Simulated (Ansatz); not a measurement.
An input for Ansatz 0.2.0 (Bi2Se3 (R-3m)):

```yaml
crystal:
  lattice:
    - [2.0956832629, 1.209943296, 9.9762290674]
    - [-2.0956832629, 1.209943296, 9.9762290674]
    - [0.0, -2.419886592, 9.9762290674]
  atoms:
    - { symbol: Bi, position: [0.398435, 0.398435, 0.398435] }
    - { symbol: Bi, position: [0.601565, 0.601565, 0.601565] }
    - { symbol: Se, position: [0.0, 0.0, 0.0] }
    - { symbol: Se, position: [0.215715, 0.215715, 0.215715] }
    - { symbol: Se, position: [0.784285, 0.784285, 0.784285] }
kpoints:
  mp_grid: { grid: [4, 4, 4] }
hamiltonian:
  xc: pbe
  pseudopotentials: { kind: paw, azcp: { folder: soft_1 } }
scf:
  occupations: { method: fixed }
gw:
  n_empty_bands: 633
  ecut_chi: 150
  qp_bands: [v2, c2]
  qp_kpoints: band_edges
  screening: { model: contour_deformation }
```

```sh
ansatz run input.yaml --threads 2 --pin off --max-ram 92160MiB --backend cuda --events-out ev --progress --plain --runs-dir out --devices 1 --max-vram 13GiB
```

**Question.** How long will it take on 1 × NVIDIA H100 80GB HBM3 (shared by 6 runs) with 2 threads of AMD EPYC 7R13 (Zen 3), shared host, and how much memory?

It took 65 s; on shared hardware allow 33 s to 2.2 min. Peak host memory was 2.5 GiB. The sizes that set the cost: 2901 plane waves a state, 13 irreducible k points, 672 bands summed, 619 plane waves in the screening and 10 SCF cycles.

The screening grows as filled bands × empty bands × pairs of k points, times the square of the screening basis for the matrix.

[Paths, hosts, dates, memory and timing lines, banners, echoed tables and standing remarks are left out of the program output.]

[Logs are printed without paths, hosts, clocks, repeated set-up lines and the standing remarks that a program may print on its own settings, such as how far it seeks lower states.]

[Runs of the session that timed out or met a known fault of the program may be left out.]

[Cells called generated may have been cut or substituted from an entry of the Crystallography Open Database or the Materials Project.]

[Hosts, paths, dates, database ids (printed as entryN), source tags and the programs' standing remarks are cut or masked in the printed files.]
